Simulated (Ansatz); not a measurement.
G0W0 rungs for SiSO (1T monolayer (Janus)).

The cell holds 3 atoms: 1 Si, 1 O and 1 S. Cell: a = 2.982 Å, b = 2.982 Å, c = 27.700 Å, α = 90.0°, β = 90.0°, γ = 120.0°. Vacuum lies along c.

```
Si O S
1.0
     2.98161    0.00000    0.00000
    -1.49081    2.58215    0.00000
     0.00000    0.00000   27.70000
Si O S
1 1 1
Direct
  0.00000 0.00000 0.50913
  0.33333 0.66667 0.54040
  0.66667 0.33333 0.45960
```

The structure was relaxed with PBEsol. The runs that relaxed it are not among those shown.

Runs so far (Ansatz 0.2.0, start PBEsol, PAW set soft_1 files, 6×6×1 mesh). Times are wall times on 4 threads of Arm Neoverse V1, shared host, good to a factor of about two.

| bands summed | cutoff (eV) | gap on the mesh (eV) | time |
| --- | --- | --- | --- |
| 75 | 27 | 2.708 | 8 s |
| 200 | 54 | 2.828 | 28 s |
| 421 | 90 | 3.067 | 2.1 min |

Question: What should the next rung give, with 767 bands and screening to 135 eV, and where is the limit?

The error falls about as one over the bands when the cutoff rises with them. A line through the two highest rungs given predicts 3.164 eV; the run gave 3.227 eV, a miss of 0.062 eV, so the law fails here: the steps don't follow it yet. The two highest rungs put the limit near 3.421 eV, the pair below near 3.283 eV; neither can be trusted until a further rung is run.

Gaps are over the mesh's points; an edge off the mesh would be missed. Limits: not at the basis limit; coarse mesh for a sheet.

[Paths, hosts, dates, memory and timing lines, banners, echoed tables and standing remarks are left out of the program output.]

[Logs are printed without paths, hosts, clocks, repeated set-up lines and the standing remarks that a program may print on its own settings, such as how far it seeks lower states.]

[Runs of the session that timed out or met a known fault of the program may be left out.]

[Cells called generated may have been cut or substituted from an entry of the Crystallography Open Database or the Materials Project.]

[Hosts, paths, dates, database ids (printed as entryN), source tags and the programs' standing remarks are cut or masked in the printed files.]
